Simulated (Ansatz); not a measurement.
# Dielectric function and optical constants of BP

Wanted: where BP starts to absorb, how strongly, and its refractive index.

Method: DFT, PBE, plane-wave PAW, default files, scalar-relativistic, independent-particle optical response without local fields, in Ansatz 0.2.0.

Most raw output is cut from this account.

**1. Starting point**

Symmetry: F-43m, No. 216, cubic system. Conventional cell: a = 4.538 Å, b = 4.538 Å, c = 4.538 Å, α = 90.00°, β = 90.00°, γ = 90.00°. Nearest to P lie 4 B at 1.97 Å. B has 4 P at 1.97 Å nearest. Farther neighbours are not listed.

**2. Ground state and bands**

The self-consistent density comes first; it also tells whether there is a gap, which decides the occupations and the need for a Drude term.

This step: DFT, PBE, plane-wave PAW, default files, scalar-relativistic, ground state (Ansatz 0.2.0).

input.yaml

```yaml
crystal:
  lattice:
    - [0.0, 2.269, 2.269]
    - [2.269, 0.0, 2.269]
    - [2.269, 2.269, 0.0]
  atoms:
    - { symbol: P, position: [0.75, 0.75, 0.75] }
    - { symbol: B, position: [0.0, 0.0, 0.0] }
kpoints:
  mp_grid: { grid: [8, 8, 8] }
  band_path:
    path:
      - [[0.0, 0.0, 0.0], [0.5, 0.0, 0.5], [0.5, 0.25, 0.75], [0.375, 0.375, 0.75], [0.0, 0.0, 0.0], [0.5, 0.5, 0.5], [0.625, 0.25, 0.625], [0.5, 0.25, 0.75], [0.5, 0.5, 0.5], [0.375, 0.375, 0.75]]
      - [[0.625, 0.25, 0.625], [0.5, 0.0, 0.5]]
    npoints: 6
scf:
  occupations: { method: fermi_dirac, width: 0.05 }
  n_extra_bands: 6
hamiltonian:
  xc: pbe
  pseudopotentials: { kind: paw }
output:
  forces: true
  stress: true
  populations: true
  write_bands: true
  write_density: true
  write_potential: true
  elf: true
  volumetric_format: npy
```

Launch:

```
$ ansatz run input.yaml --threads 4 --pin off --max-ram 8192MiB --backend cpu --events-out ev --progress --plain --runs-dir out
```

It took 0.45 s on 4 threads of Intel Xeon Platinum 8488C (Sapphire Rapids), shared host; peak memory 0.34 GiB; 1.3 s of CPU time.

This step gave:

| Item | Value |
| --- | --- |
| free energy | -912.4446 eV |
| Fermi energy | 9.881 eV |
| gap by band count | 1.273 eV |
| electrons | 8 |
| symmetry operations | 24 |
| pressure | 1.147 GPa |
| volume | 23.36 Å³ |
| gap on the path | 1.239 eV |
| least direct gap on the path | 3.404 eV |

There is a gap, 1.24 eV on the path, so no carriers' term is needed. The cell is left with a pressure of 1.1 GPa, as it stands unrelaxed at this level.

The electronic bands at the labelled points (eV, zero at the Fermi level; v1 is the highest filled band, c1 the lowest empty one):

```tsv
point	v4	v3	v2	v1	c1	c2	c3	c4
Γ	-16.07	-0.62	-0.62	-0.62	2.79	2.79	2.79	6.76
halfway	-14.59	-4.31	-3.35	-3.35	1.20	4.33	7.09	7.09
X	-11.22	-9.20	-4.73	-4.73	0.72	1.04	11.46	11.46
halfway	-11.09	-8.98	-5.54	-5.47	2.27	2.75	9.59	10.38
W	-10.95	-8.67	-6.29	-6.08	4.71	6.14	6.62	6.83
halfway	-11.11	-8.72	-6.67	-5.03	2.91	5.49	7.89	8.63
K	-11.22	-8.78	-6.84	-4.12	1.53	5.38	9.09	9.98
halfway	-14.43	-5.52	-4.49	-1.70	3.94	4.47	5.51	7.68
Γ	-16.07	-0.62	-0.62	-0.62	2.79	2.79	2.79	6.76
halfway	-14.97	-5.46	-1.73	-1.73	3.38	4.14	4.14	8.99
L	-12.75	-9.65	-2.37	-2.37	3.16	4.09	4.09	9.51
halfway	-12.25	-9.20	-4.81	-3.17	2.67	5.95	6.12	9.09
U	-11.22	-8.78	-6.84	-4.12	1.53	5.38	9.09	9.98
halfway	-11.11	-8.72	-6.67	-5.03	2.91	5.49	7.89	8.63
W	-10.95	-8.67	-6.29	-6.08	4.71	6.14	6.62	6.83
halfway	-12.09	-9.06	-5.14	-3.73	3.57	4.58	7.67	9.15
L	-12.75	-9.65	-2.37	-2.37	3.16	4.09	4.09	9.51
halfway	-12.25	-9.20	-4.81	-3.17	2.67	5.95	6.12	9.09
K	-11.22	-8.78	-6.84	-4.12	1.53	5.38	9.09	9.98
jump to U	-11.22	-8.78	-6.84	-4.12	1.53	5.38	9.09	9.98
halfway	-11.16	-9.08	-5.67	-4.57	1.02	2.38	10.71	11.01
X	-11.22	-9.20	-4.73	-4.73	0.72	1.04	11.46	11.46
```

Valence density in the ac plane of a cell with a along [110], b along [-110] and c along [001] of the cube at fractional y = 0.000, with atoms of P and B within 0.2 Å of it. It is the smooth field of the valence electrons, not physical close to the nuclei.

Values in e/Å³, 7 rows by 16 columns, each cell a mean:
```
0.58 0.50 0.27 0.15 0.13 0.21 0.40 0.58 0.58 0.50 0.27 0.15 0.13 0.21 0.40 0.58
0.31 0.21 0.11 0.05 0.04 0.08 0.16 0.28 0.31 0.21 0.11 0.05 0.04 0.08 0.16 0.28
0.09 0.08 0.08 0.08 0.08 0.08 0.08 0.09 0.09 0.08 0.08 0.08 0.08 0.08 0.08 0.09
0.06 0.10 0.20 0.35 0.38 0.27 0.13 0.07 0.06 0.10 0.20 0.35 0.38 0.27 0.13 0.07
0.14 0.26 0.49 0.46 0.41 0.52 0.36 0.17 0.14 0.26 0.49 0.46 0.41 0.52 0.36 0.17
0.45 0.62 0.83 0.47 0.31 0.75 0.73 0.50 0.45 0.62 0.83 0.47 0.31 0.75 0.73 0.50
0.56 0.78 0.69 0.57 0.53 0.64 0.76 0.68 0.56 0.78 0.69 0.57 0.53 0.64 0.76 0.68
```

ELF in the ac plane of a cell with a along [110], b along [-110] and c along [001] of the cube at fractional y = 0.000, with atoms of P and B within 0.2 Å of it. It is the smooth field of the valence electrons, not physical close to the nuclei.

Ten even steps from '0' (0.02) to '9' (0.93), each cell a mean:
```
135423441135423441
543100245543100245
541000135541000135
210000012210000012
000010000000010000
001343200001343200
013676520013676520
135433542135433542
467200575467200575
689603897689603897
489967996489967996
048867871048867871
```

**3. Spectrum**

With the density converged, the vertical transitions are summed over the zone.

This step: DFT, PBE, plane-wave PAW, default files, scalar-relativistic, independent-particle optical response without local fields (Ansatz 0.2.0).

input.yaml, the sections that differ from step 2:

```yaml
kpoints:
  mp_grid: { grid: [8, 8, 8] }
scf:
  occupations: { method: fixed }
output:
  optics:
    e_range: [0, 22]
    de: 0.05
    sigma: 0.15
    nscf_kmesh: { grid: [14, 14, 14] }
    bands: { spectra_wanted_up_to: 22 }
# crystal, hamiltonian: as in step 2
```

It took 3.2 s on 4 threads; peak memory 0.53 GiB.

Numbers from this step:

```
electronic dielectric constant ε∞, mean over x, y and z (by symmetry where fewer were run)                                                          : 9.495
absorption onset, first axis (α over 10⁴ cm⁻¹, or the direct gap if that lies higher)                                                               : 3.404 eV
main peak of Im epsilon, first axis                                                                                                                 : 5.835 eV
photocurrent from vertical transitions in a film 500 nm thick on a perfect mirror (two passes), AM1.5G, no front reflection, all carriers collected : 0.5941 mA/cm²
least direct gap on the mesh                                                                                                                        : 3.404 eV
bands summed                                                                                                                                        : 19
spectra valid up to                                                                                                                                 : 31.30 eV
program's estimate of the k-sum error in Im epsilon                                                                                                 : 0.08 %
electrons in the f-sum                                                                                                                              : 7.047
```

The Im ε, any direction has structure finer than the step of the table below, so its rows give means over 1 eV, whole bins alone (the curve runs from 0 to 22 eV). Peaks (eV: height): 5.8: 46.5.

The Im ε, any direction by photon energy; means over each step:

```tsv
photon energy (eV)	Im ε, any direction
2	0
3	0.216
4	4.86
5	12.0
6	31.5
7	13.0
8	7.53
9	4.76
10	3.01
11	2.29
12	1.71
13	1.24
14	0.961
15	0.739
16	0.578
17	0.430
18	0.355
19	0.301
20	0.266
21	0.195
```

Re ε, any direction against photon energy:

```tsv
photon energy (eV)	Re ε, any direction
0	9.49
1	9.75
2	10.7
3	13.1
4	16.8
5	20.5
6	-9.42
7	-8.51
8	-6.28
9	-5.22
10	-3.92
11	-3.03
12	-2.38
13	-1.96
14	-1.54
15	-1.22
16	-0.943
17	-0.697
18	-0.493
19	-0.320
20	-0.197
21	-0.110
22	0.0196
```

Loss function −Im 1/ε at q → 0, any direction against energy loss; read off at these points:

energy loss (eV), loss function −Im 1/ε at q → 0, any direction and a bar:
```
        3       0.00 
        4       0.02 
        5       0.02 
        6       0.03 
        7       0.05 
        8       0.08 
        9       0.10 
       10       0.12 #
       11       0.16 #
       12       0.20 #
       13       0.23 #
       14       0.29 #
       15       0.36 ##
       16       0.47 ##
       17       0.64 ###
       18       0.96 #####
       19       1.56 ########
       20       2.42 ############
       21       3.98 ####################
       22       5.95 ##############################
```

Values under 1 per cm are given as 1. Absorption coefficient, any direction against photon energy:

```tsv
photon energy (eV)	absorption coefficient, any direction (1/cm)
0.00	1
1.00	1
2.00	1
3.00	3.24
4.00	2.4e5
5.00	5.9e5
6.00	3.0e6
7.00	2.4e6
8.00	2.3e6
9.00	2.3e6
10.00	2.1e6
11.00	2.1e6
12.00	2.0e6
13.00	1.9e6
14.00	1.8e6
15.00	1.7e6
16.00	1.6e6
17.00	1.5e6
18.00	1.4e6
19.00	1.2e6
20.00	1.0e6
21.00	8.6e5
22.00	6.0e5
```

The refractive index n and extinction k by photon energy:

```tsv
photon energy (eV)	n	k
0	3.08	0
1	3.12	0
2	3.27	0
3	3.62	1.1e-5
4	4.14	0.593
5	4.68	1.17
6	3.81	4.89
7	1.80	3.43
8	1.32	2.83
9	0.956	2.48
10	0.696	2.10
11	0.644	1.86
12	0.534	1.63
13	0.417	1.46
14	0.372	1.29
15	0.317	1.15
16	0.287	1.01
17	0.245	0.870
18	0.239	0.741
19	0.244	0.616
20	0.263	0.515
21	0.231	0.404
22	0.305	0.271
```

At chosen wavelengths:

```tsv
wavelength (nm)	n	k	R (%)	1/α
633	3.26	0.000	28.1	over 1 mm
532	3.35	0.000	29.2	over 1 mm
450	3.50	0.000	30.8	over 1 mm
405	3.66	0.000	32.6	247 µm
365	4.00	0.114	36.1	255 nm
248	4.68	1.170	44.3	17 nm
193	2.54	3.869	63.0	4.0 nm
```

Rows near the edge hang on the gap, which this functional as a rule makes too small, and phonon-assisted absorption is left out.

Through 1 µm of it, D65 light comes out colourless, dimmed by reflection (x = 0.317, y = 0.334; 55 % transmitted).

The f-sum over the summed bands holds 7.0 of the cell's 8 electrons outside the frozen cores. Up to 22 eV the strength has a mean oscillator energy of 6.8 eV, close to the main peak.

**4. Static response with local fields**

A static field by perturbation theory: the induced potential is included, and the Born charges come with it.

This step: DFT, PBE, plane-wave PAW, default files, scalar-relativistic, static field response by perturbation theory with local fields (Ansatz 0.2.0).

input.yaml, the sections that differ from step 3:

```yaml
dielectric: {}
# crystal, kpoints, scf, hamiltonian: as in step 3
# output: removed
```

It took 3 s on 4 threads; peak memory 0.44 GiB.

This step gave:

* electronic dielectric constant ε∞, mean over x, y and z (by symmetry where fewer were run): 9.154

ε∞ with local fields:

```
9.15 0.00 0.00
0.00 9.15 0.00
0.00 0.00 9.15
```

Diagonal elements. Born, by row:

```tsv
atom	Z*xx (e)	Z*yy (e)	Z*zz (e)
P1	0.514	0.514	0.514
B2	-0.514	-0.514	-0.514
```

Mean Born charges are P +0.51 and B -0.51: their signs are opposite to the formal valences (-3 and +3). These are dynamical charges, and in nearly covalent bonds they can be small or reversed.

**5. Outcome**

- gap on the path: 1.24 eV
- least direct gap on the path: 3.40 eV
- electronic dielectric constant ε∞, mean over x, y and z (by symmetry where fewer were run) (independent particles): 9.49
- absorption onset, first axis (α over 10⁴ cm⁻¹, or the direct gap if that lies higher): 3.40 eV
- main peak of Im epsilon, first axis: 5.84 eV
- photocurrent from vertical transitions in a film 500 nm thick on a perfect mirror (two passes), AM1.5G, no front reflection, all carriers collected: 0.594 mA/cm²
- electronic dielectric constant ε∞, mean over x, y and z (by symmetry where fewer were run) (static response with local fields): 9.15

What this shows: At this level (PBE, independent particles) BP has ε∞ = 9.49 (9.15 with local fields) and n = 3.11 at 1550 nm; absorption sets in near 3.4 eV, and Im ε peaks at 5.8 eV. The gap is indirect (1.24 eV), so absorption without phonons can begin only at the direct gap of 3.40 eV. Lines 0.15 eV wide carry a tail of absorption under the direct gap, past the threshold already at 3.29 eV. Absorption passes 10⁴ cm⁻¹ from the direct gap on, 3.40 eV, in the ultraviolet, so the visible is passed, but for phonon-assisted absorption over the indirect gap, which is left out. The f-sum over the summed bands holds 7.0 of the cell's 8 electrons outside the frozen cores. Up to 22 eV the strength has a mean oscillator energy of 6.8 eV, close to the main peak. Through 1 µm of it, D65 light comes out colourless, dimmed by reflection (x = 0.317, y = 0.334; 55 % transmitted). With local fields and the functional's kernel the static response is 9.15 against 9.49 for independent particles (-4 %). In the base spectrum excitons and phonon-assisted transitions are missing, and so are local fields; PBE gaps are as a rule too small, which pulls the onset down and ε∞ up. In the base run ε includes the program's bounded estimate of what the bands above those summed add.

[Logs are printed without paths, hosts, clocks, repeated set-up lines and the standing remarks that a program may print on its own settings, such as how far it seeks lower states.]

[Hosts, paths, dates, database ids (printed as entryN), source tags and the programs' standing remarks are cut or masked in the printed files.]
